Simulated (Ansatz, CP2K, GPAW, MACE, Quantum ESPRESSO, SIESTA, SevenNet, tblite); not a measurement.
**Twisted graphene double bilayer, 27.80° (104 atoms) in GPAW**

Aim: run twisted graphene double bilayer, 27.80° (104 atoms) in GPAW and see how near its forces come to a plane-wave reference, and at what cost.

Method: the method is named at each step, in GPAW 26.7.0.

## Step 1: The structure

The cell holds 104 atoms: 104 C. Cell: a = 8.870 Å, b = 8.870 Å, c = 24.180 Å, α = 90.0°, β = 90.0°, γ = 120.0°. It derives from C (graphene). Graphene (a = 2.46 Å) under graphene (a = 2.46 Å), double bilayer, commensurate cell of 13 unit cells a layer, twist 27.80 deg; facing planes 3.33, 3.52, 3.33 Å apart as built; 14 Å of vacuum; minimised with a classical potential. Then every atom was moved at random, 0.05 Å r.m.s. a Cartesian component. Regions: layer 1, 26 atoms (26 C); layer 2, 26 atoms (26 C); layer 3, 26 atoms (26 C); layer 4, 26 atoms (26 C). Vacuum lies along c.

The yardstick, on the same geometry:

| Quantity | Value |
| --- | --- |
| method | Kohn-Sham DFT, PBE, SSSP efficiency 1.3.0 pseudopotentials, plane waves (Quantum ESPRESSO 7.5); sssp-pbe-1.3.0-efficiency, cutoffs 45/360 Ry, Γ point |
| r.m.s. force component | 2.969 eV/Å |
| longest force | 12.73 eV/Å |
| time | 3.6 min on 4 MPI ranks of Arm Neoverse V2, shared host |
| CPU time | 14 min |

## Step 2: PBE, LCAO dzp, h 0.2 Å

Method: Kohn-Sham DFT, PBE, PAW, atomic orbitals (dzp).

Contents of run.py:

```python
import numpy as np
from ase.io import read
from gpaw import GPAW, FermiDirac

atoms = read("structure.xyz")
atoms.calc = GPAW(
    mode="lcao",
    basis="dzp",
    h=0.2,
    xc="PBE",
    kpts={"size": (1, 1, 1), "gamma": True},
    occupations=FermiDirac(0.05),
    maxiter=200,
    symmetry={"point_group": False},
    txt="gpaw.txt",
)
energy = atoms.get_potential_energy(force_consistent=True)
forces = atoms.get_forces()
print(f"energy {energy:.6f} eV")
print("forces (eV/A)")
for i, (a, f) in enumerate(zip(atoms, forces)):
    print(f"{i:4d} {a.symbol:2s} {f[0]:10.5f} {f[1]:10.5f} {f[2]:10.5f}")
print(f"Fermi level {atoms.calc.get_fermi_level():.4f} eV")
for k in range(len(atoms.calc.get_ibz_k_points())):
    for s in range(atoms.calc.get_number_of_spins()):
        e = atoms.calc.get_eigenvalues(kpt=k, spin=s)
        n = np.searchsorted(e, atoms.calc.get_fermi_level())
        print(f"k {k} spin {s} levels about the Fermi level:", np.round(e[max(n - 6, 0):n], 4).tolist(), "|", np.round(e[n:n + 6], 4).tolist())
```

Contents of structure.xyz:

```xyz
104
Lattice="8.86970 0.00000 0.00000 -4.43485 7.68139 0.00000 0.00000 0.00000 24.18000" Properties=species:S:1:pos:R:3 pbc="T T T"
C 0.27567 1.43780 7.02598
C 1.33799 0.43707 7.02792
C -0.36574 3.62339 7.05476
C 0.69632 2.76015 6.93990
C -1.01190 6.20265 7.06757
C -0.03038 5.06042 7.08740
C 2.74318 0.80232 7.04629
C -0.63214 7.60442 7.07072
C 2.08269 3.17426 6.96577
C 2.97015 2.13504 6.94764
C 1.39560 5.51762 7.03179
C 2.37043 4.48562 7.03396
C 5.12842 0.26432 7.01534
C 1.68143 6.81508 7.01679
C 4.47082 2.56105 7.02115
C 5.41154 1.59950 7.04968
C 3.70257 4.84127 7.00567
C 4.77957 3.93402 7.06467
C 3.06036 7.30277 6.91959
C 3.99447 6.25065 6.99020
C 6.74856 1.93456 7.00857
C 7.83731 1.08023 7.02139
C 6.15273 4.36364 7.02647
C -1.66267 3.33011 7.03275
C -3.45395 6.72798 6.95489
C -2.31371 5.72824 7.10916
C 0.74270 2.69502 10.44987
C 1.69447 1.74014 10.45712
C -0.02967 5.12280 10.44673
C 0.98596 4.09372 10.39063
C -0.58833 7.51793 10.42545
C 0.29328 6.55107 10.35291
C 3.05725 2.16239 10.36040
C 4.15528 1.13577 10.32002
C 2.35863 4.51973 10.38120
C 3.40672 3.55380 10.39256
C 1.64994 6.90588 10.36645
C 2.69923 5.91421 10.41844
C 5.44440 1.69098 10.32027
C 6.44552 0.64938 10.39547
C 4.83279 3.83755 10.43488
C 5.90886 2.89704 10.47236
C 4.09904 6.26832 10.51032
C 5.13990 5.26267 10.46607
C 7.88042 1.02785 10.32486
C 4.41543 7.63330 10.45833
C -1.71274 3.33864 10.49194
C -0.72714 2.39951 10.45060
C -2.49012 5.75328 10.40248
C -1.37006 4.76054 10.47598
C 1.36092 0.44083 10.37902
C -1.99985 7.08286 10.39015
C 6.18546 0.76153 13.87956
C 5.75918 2.12606 13.66484
C 4.33804 2.65799 13.81718
C 4.06538 3.96029 13.74536
[... 44 atom lines left out ...]
C 5.75142 2.13750 17.11823
C 5.43141 3.52353 17.15644
C 4.09545 3.90668 17.15402
C 3.78705 5.37398 17.20020
```

Run with:

```bash
OMP_NUM_THREADS=1 python run.py > output.txt
```

Output:

```text
energy -907.487333 eV
forces (eV/A)
   0 C     4.33621   -1.15853   -0.62368
   1 C    -0.74366   -1.83315   -0.31305
   2 C     2.98346    6.01644   -0.32414
   3 C     0.65476   -0.20555    0.89124
   4 C     2.67117   -3.20142    0.53564
   5 C     0.95661    2.86752   -0.42172
   6 C    -3.36098   -0.10510   -0.35416
   7 C    -1.41684   -3.78549   -0.24127
   8 C    -4.50340   -3.10013   -0.24202
   9 C     6.49570    2.90999    0.67747
  10 C    -3.98140   -4.80681    0.31822
  11 C     0.87823    2.49264   -0.39684
  12 C     0.38863   -4.11363    0.34219
  13 C     1.37884    7.42472   -0.62080
  14 C    -5.21359    0.98900   -0.09788
  15 C     2.45310   -0.71674   -0.50229
  16 C     1.46724    2.48462    0.38759
  17 C     0.71614   -0.00154   -0.68443
  18 C    -1.05112   -0.50129    1.22960
  19 C     3.54889    1.84205   -0.69159
  20 C     3.01357    3.90793    0.32919
  21 C    -2.85280   -5.14732   -0.65086
  22 C     1.57553   -0.98522    0.75826
  23 C    -6.55052   -1.44635   -0.04874
[...]
96 C     5.03022    7.03773    0.06195
  97 C    -8.18220  -10.97559    0.24854
  98 C     0.86708    1.73602    0.85788
  99 C     2.79801   -4.50044   -0.92577
 100 C     2.70710   -0.56835    0.58979
 101 C     1.17413    0.03416   -0.25738
 102 C    -0.08720    3.70368   -0.29507
 103 C    -3.72674   -4.70955   -0.49868
Fermi level 1.4053 eV
k 0 spin 0 levels about the Fermi level: [-0.0896, -0.0538, -0.0108, 0.0341, 0.0994, 0.148] | [2.8207, 2.9015, 2.9739, 2.983, 3.0756, 3.0884]
```

gpaw.txt:

```text
Input parameters:
  mode=LCAO(),
  basis={'default': 'dzp'},
  h=0.2,
  kpts=MonkhorstPack(size=(1, 1, 1), gamma=True),
  maxiter=200,
  occupations=Occupations(name='fermi-dirac', width=0.05, fixmagmom=False),
  symmetry=Symmetry(point_group=False),
  xc=XC(name='PBE')
Unit cell  # Å
| periodic |         x |        y |         z |   lengths |     angles |
|----------|-----------|----------|-----------|-----------|------------|
|      yes |  8.869700 | 0.000000 |  0.000000 |  8.869700 |  90.000000 |
|      yes | -4.434850 | 7.681390 |  0.000000 |  8.869704 |  90.000000 |
|      yes |  0.000000 | 0.000000 | 24.180000 | 24.180000 | 119.999986 |
Number of symmetries: 1
Symmetry operations  # r_c * U_cc + t_c -> r_c
|   | kind |            matrix            |
|---|------|------------------------------|
| 0 |  E   |  1, 0, 0,  0, 1, 0,  0, 0, 1 |
BZ-sampling:
  Number of BZ points: 1
  Number of IBZ points: 1
  Monkhorst-Pack size: [1, 1, 1]
  Monkhorst-Pack shift: [0, 0, 0]
[... lines left out ...]
eigensolver:
density mixing:
  MSR1-Mixer
occupation numbers:
  Fermi-Dirac:
    width: 0.0500  # eV
FastPoissonSolver using
    Stencil: 8*3+1=25 point O(h^6) finite-difference Laplacian
xc functional:
  name: PBE with 2 nearest neighbor stencil
interpolation: tri-quintic # 5. degree polynomial
Initialization done in: 7.327 s
convergence criteria:
- Maximum [total energy] change in last 3 cyles: 0.0005 eV / valence electron
- Maximum integral of absolute [dens]ity change: 0.0001 electrons / valence electron
- Maximum integral of absolute [eigenst]ate change: 4e-08 eV^2 / valence electron
maximum number of iterations: 200
SCF iterations
|iter     |      energy | eigst |  dens |
|---------|-------------|-------|-------|
|iter:   1| -924.753266 |      c|       |
|iter:   2| -922.096636 |      c| -0.90 |
|iter:   3| -907.414739 |      c| -0.93 |
|iter:   4| -907.775248 |      c| -1.59 |
|iter:   5| -907.487915 |      c| -2.01 |
|iter:   6| -907.498365 |      c| -2.27 |
|iter:   7| -907.487497c|      c| -2.79 |
|iter:   8| -907.487414c|      c| -3.63 |
|iter:   9| -907.487336c|      c| -3.88 |
|iter:  10| -907.487333c|      c| -4.32c|
Converged in 10 steps
SCF loop duration: 74.336 s (7.434 s/step)
Energy contributions relative to reference atoms: (reference = -106873.324010)
Energy contributions:
  Kinetic:         852.674703
  Coulomb:        -852.888764
  Zero:             18.429612
  External:          0.000000
  Xc:             -925.702884
  Entropy:          -0.000000
  Spinorbit:         0.000000
  ----------------------------
  Free energy:    -907.487333
  Extrapolated:   -907.487333
dipole moment: (-5.857519, 51.380453, -0.003782)  # |e|*Ang
Fermi level: 1.405
Eigenvalues  # (at kpt = [0.000, 0.000, 0.000])
| band index |      eig [eV] | occ [0-2] |
|------------|---------------|-----------|
|          0 |       -18.219 |     2.000 |
|        ... |               |           |
|        200 |        -0.217 |     2.000 |
|        201 |        -0.128 |     2.000 |
[...]
|        215 |         3.192 |     0.000 |
|        ... |               |           |
|        253 |         8.627 |     0.000 |
Gap: 2.673 eV
Transition (v -> c):
  (s=0, k=0, n=207, [0.00, 0.00, 0.00]) -> (s=0, k=0, n=208, [0.00, 0.00, 0.00])
No difference between direct/indirect transitions
Force computation time: 16.454  # s
timing:  # [seconds]
  Total:  98.142  # ━━━━━━━━━━━━━━━━━━━━━━━━━━━━━━━━━━━━━━━━━━━━━━━━━━━━━━━━━
  Init:    7.327  # ━━━━╸
  SCF:    74.336  # ━━━━━━━━━━━━━━━━━━━━━━━━━━━━━━━━━━━━━━━━━━━
  Forces: 16.454  # ━━━━━━━━━╸
```

The job ended after 99 s (1 thread of Arm Neoverse V2, shared host; peak memory 1 GiB).

Banners, paths, timers and routine set-up lines are dropped from the logs unmarked, and long logs keep their key lines alone; longer cuts are marked.

Compared with the plane-wave run:

- r.m.s. force component: 3.141 eV/Å
- r.m.s. difference of force components: 202.6 meV/Å
- longest difference of force vectors: 969.1 meV/Å
- force difference over r.m.s. force: 6.823 %
- slope of forces against the reference's: 1.057
- correlation of force components: 0.9994

A closer look about C16, picked at random: 10 atoms, nearest first, numbered in the order of the input, with positions taken from that point.

| atom | x | y | z | distance (Å) | bonds | Fx | Fy | Fz (eV/Å) |
| --- | --- | --- | --- | --- | --- | --- | --- | --- |
| C16 | 0.00 | 0.00 | 0.00 | 0.00 | 3 | 2.45 | -0.72 | -0.50 |
| C15 | -0.94 | 0.96 | -0.03 | 1.35 | 3 | -5.21 | 0.99 | -0.10 |
| C13 | -0.28 | -1.34 | -0.03 | 1.37 | 3 | 0.39 | -4.11 | 0.34 |
| C21 | 1.34 | 0.34 | -0.04 | 1.38 | 3 | 3.01 | 3.91 | 0.33 |
| C8 | -1.61 | -1.68 | 0.02 | 2.32 | 3 | -1.42 | -3.79 | -0.24 |
| C18 | -0.63 | 2.33 | 0.01 | 2.42 | 3 | 0.72 | 0.00 | -0.68 |
| C22 | 2.43 | -0.52 | -0.03 | 2.48 | 3 | -2.85 | -5.15 | -0.65 |
| C24 | 1.80 | 1.73 | -0.02 | 2.49 | 3 | -6.55 | -1.45 | -0.05 |
| C10 | -2.44 | 0.54 | -0.10 | 2.50 | 3 | 6.50 | 2.91 | 0.68 |
| C14 | 0.70 | -2.47 | -0.03 | 2.56 | 3 | 1.38 | 7.42 | -0.62 |

Atoms are counted from 1 here, from 0 in the log.

Forces lie 6.8 % from the reference's, at 0.12 times its CPU time (on 1 against 4 cores).

## Step 3: PBE, LCAO dzp, h 0.16 Å

Method: Kohn-Sham DFT, PBE, PAW, atomic orbitals (dzp).

Edit run.py of step 2 so:

```diff
@@ -3,2 +3,3 @@
 from gpaw import GPAW, FermiDirac
+from ase.parallel import parprint as print
 
@@ -8,3 +9,3 @@
     basis="dzp",
-    h=0.2,
+    h=0.16,
     xc="PBE",
```

structure.xyz is that of step 2.

Run with:

```bash
OMP_NUM_THREADS=1 mpirun -np 2 gpaw python run.py > output.txt
```

Output:

```text
energy -915.037523 eV
forces (eV/A)
   0 C     4.33901   -1.16408   -0.59658
   1 C    -0.74517   -1.83396   -0.30678
   2 C     2.98242    6.04053   -0.30941
   3 C     0.66122   -0.23068    0.89414
   4 C     2.65949   -3.18882    0.54165
   5 C     0.97647    2.86234   -0.41720
[...]
101 C     1.18694    0.02292   -0.27065
 102 C    -0.08744    3.69819   -0.30262
 103 C    -3.74097   -4.69633   -0.49307
Fermi level 1.4002 eV
k 0 spin 0 levels about the Fermi level: [-0.0928, -0.0569, -0.0139, 0.0311, 0.0964, 0.1447] | [2.8167, 2.8977, 2.9698, 2.9791, 3.0717, 3.0843]
```

gpaw.txt:

```text
Input parameters:
  mode=LCAO(),
  basis={'default': 'dzp'},
  h=0.16,
  kpts=MonkhorstPack(size=(1, 1, 1), gamma=True),
  maxiter=200,
  occupations=Occupations(name='fermi-dirac', width=0.05, fixmagmom=False),
[... lines left out ...]
  Fermi-Dirac:
[... lines left out ...]
convergence criteria:
- Maximum [total energy] change in last 3 cyles: 0.0005 eV / valence electron
[... lines left out ...]
Converged in 10 steps
[... lines left out ...]
  Free energy:    -915.037523
[... lines left out ...]
Fermi level: 1.400
[... lines left out ...]
|        ... |               |           |
|        200 |        -0.220 |     2.000 |
|        201 |        -0.131 |     2.000 |
[...]
|        215 |         3.188 |     0.000 |
|        ... |               |           |
|        253 |         8.619 |     0.000 |
Gap: 2.672 eV
Transition (v -> c):
  (s=0, k=0, n=207, [0.00, 0.00, 0.00]) -> (s=0, k=0, n=208, [0.00, 0.00, 0.00])
No difference between direct/indirect transitions
Force computation time: 12.422  # s
```

It took 82 s on 2 MPI ranks; peak memory 1.9 GiB.

Compared with the plane-wave run:

```
r.m.s. force component                          : 3.142 eV/Å
r.m.s. difference of force components           : 203 meV/Å
longest difference of force vectors             : 990.3 meV/Å
force difference over r.m.s. force              : 6.838 %
slope of forces against the reference's         : 1.058
correlation of force components                 : 0.9994
energy less the same-level run's                : -72.6 meV/atom
r.m.s. force difference from the same-level run : 16.01 meV/Å
```

Against the first run (6.8 %), the force difference from the reference is 6.8 %, at 1.6 times the CPU time (on 2 against 1 cores): the change moves forces by 16 meV/Å r.m.s., so most of the difference comes from elsewhere.

## Step 4: LDA, LCAO dzp, h 0.2 Å

Method: Kohn-Sham DFT, LDA, PAW, atomic orbitals (dzp).

Edit run.py of step 3 so:

```diff
@@ -3,3 +3,2 @@
 from gpaw import GPAW, FermiDirac
-from ase.parallel import parprint as print
 
@@ -9,4 +8,4 @@
     basis="dzp",
-    h=0.16,
-    xc="PBE",
+    h=0.2,
+    xc="LDA",
     kpts={"size": (1, 1, 1), "gamma": True},
```

structure.xyz is that of step 3.

Run with:

```bash
OMP_NUM_THREADS=1 python run.py > output.txt
```

Output:

```text
energy -999.315489 eV
forces (eV/A)
   0 C     4.28395   -1.12479   -0.58765
   1 C    -0.73021   -1.79104   -0.27203
   2 C     2.95653    5.93224   -0.29650
   3 C     0.62268   -0.20989    1.00835
   4 C     2.62883   -3.15681    0.61840
   5 C     0.96135    2.82662   -0.37913
[...]
101 C     1.15243    0.02654   -0.33503
 102 C    -0.07203    3.64031   -0.38201
 103 C    -3.66735   -4.64800   -0.58580
Fermi level 1.1521 eV
k 0 spin 0 levels about the Fermi level: [-0.3743, -0.3418, -0.2946, -0.2497, -0.1837, -0.137] | [2.4854, 2.5634, 2.6396, 2.6402, 2.7377, 2.7537]
```

gpaw.txt:

```text
Input parameters:
  mode=LCAO(),
  basis={'default': 'dzp'},
  h=0.2,
  kpts=MonkhorstPack(size=(1, 1, 1), gamma=True),
  maxiter=200,
  occupations=Occupations(name='fermi-dirac', width=0.05, fixmagmom=False),
[... lines left out ...]
  Fermi-Dirac:
[... lines left out ...]
convergence criteria:
- Maximum [total energy] change in last 3 cyles: 0.0005 eV / valence electron
[... lines left out ...]
Converged in 10 steps
[... lines left out ...]
  Free energy:    -999.315489
[... lines left out ...]
Fermi level: 1.152
[... lines left out ...]
|        ... |               |           |
|        253 |         8.274 |     0.000 |
Gap: 2.622 eV
Transition (v -> c):
  (s=0, k=0, n=207, [0.00, 0.00, 0.00]) -> (s=0, k=0, n=208, [0.00, 0.00, 0.00])
No difference between direct/indirect transitions
Force computation time: 16.664  # s
timing:  # [seconds]
  Total:  89.499  # ━━━━━━━━━━━━━━━━━━━━━━━━━━━━━━━━━━━━━━━━━━━━━━━━━━━━━━━━━
  Init:    5.598  # ━━━╸
  SCF:    67.209  # ━━━━━━━━━━━━━━━━━━━━━━━━━━━━━━━━━━━━━━━━━━━
  Forces: 16.664  # ━━━━━━━━━━╸
```

Wall time 91 s (1 thread); peak memory 1 GiB.

Compared with the plane-wave run:

| Property | Result |
| --- | --- |
| r.m.s. force component | 3.106 eV/Å |
| r.m.s. difference of force components | 167.3 meV/Å |
| longest difference of force vectors | 826.8 meV/Å |
| force difference over r.m.s. force | 5.636 % |
| slope of forces against the reference's | 1.046 |
| correlation of force components | 0.9995 |

Against the first run (6.8 %), the force difference from the reference is 5.6 %, at 0.91 times the CPU time; another functional landing nearer a PBE reference means that errors partly cancel.

## Step 5: All runs compared

Differences are against the plane-wave reference, forces as r.m.s. over components; share is that over the reference's r.m.s. force, slope the least-squares factor from reference forces to these. Total energies of different programs have different zeros and aren't compared.

| run | Δ force, r.m.s. (meV/Å) | share (%) | slope | cores | CPU time | memory (GiB) |
| --- | --- | --- | --- | --- | --- | --- |
| reference | - | - | - | 4 | 14 min | 4.3 |
| GPAW PBE, LCAO dzp, h 0.2 Å | 203 | 6.82 | 1.057 | 1 | 99 s | 1.0 |
| GPAW PBE, LCAO dzp, h 0.16 Å | 203 | 6.84 | 1.058 | 2 | 2.7 min | 1.9 |
| GPAW LDA, LCAO dzp, h 0.2 Å | 167 | 5.64 | 1.046 | 1 | 91 s | 1.0 |

CPU time is summed over cores on a shared host, where runs went side by side, so it is rough. Symmetry, cutoffs, thresholds, outputs and thread counts weren't matched or tuned between programs; memory under MPI is the largest rank's times the ranks.

Within one program, basis, potentials and functional, energies share a zero. Each run against its twin at the usual cutoff or grid and solver:

| run | twin | Δ energy (meV/atom) | Δ force, r.m.s. (meV/Å) | CPU time over the twin's |
| --- | --- | --- | --- | --- |
| GPAW PBE, LCAO dzp, h 0.16 Å | LCAO dzp, h 0.2 Å | -72.6 | 16.0 | 1.6 (this twin ran on 1 cores) |

## Step 6: What came out

```
nearest in forces : GPAW LDA, LCAO dzp, h 0.2 Å, 5.6 %
its CPU time      : 91 s
```

**Reading.** The PBE runs in local orbitals differ by 6.8 % in each run; basis, grid and potentials can all enter. Rows with another functional or a dispersion term differ by 5.6 % (GPAW LDA, LCAO dzp, h 0.2 Å), which mixes the change of model with differences of basis and potentials. Of the electronic-structure runs that take under half the reference's CPU time, GPAW LDA, LCAO dzp, h 0.2 Å comes nearest, at 5.6 % in 91 s against 14 min. The reference's PBE has no dispersion term, which matters for the binding between molecules or layers. One k-point is far too coarse for the carbon or group-IV sheet, and it can put spurious forces of up to about 1 eV/Å on the sheet's atoms. The electronic-structure runs sample only Γ, in a cell whose shortest periodic width is 8 Å.

[Also dropped from logs without a mark: logging warnings of Python, and SIESTA's first energy breakdown and zero terms.]

[Logs are printed without paths, hosts, clocks, repeated set-up lines and the standing remarks that a program may print on its own settings, such as how far it seeks lower states.]

[Hosts, paths, dates, database ids (printed as entryN), source tags and the programs' standing remarks are cut or masked in the printed files.]
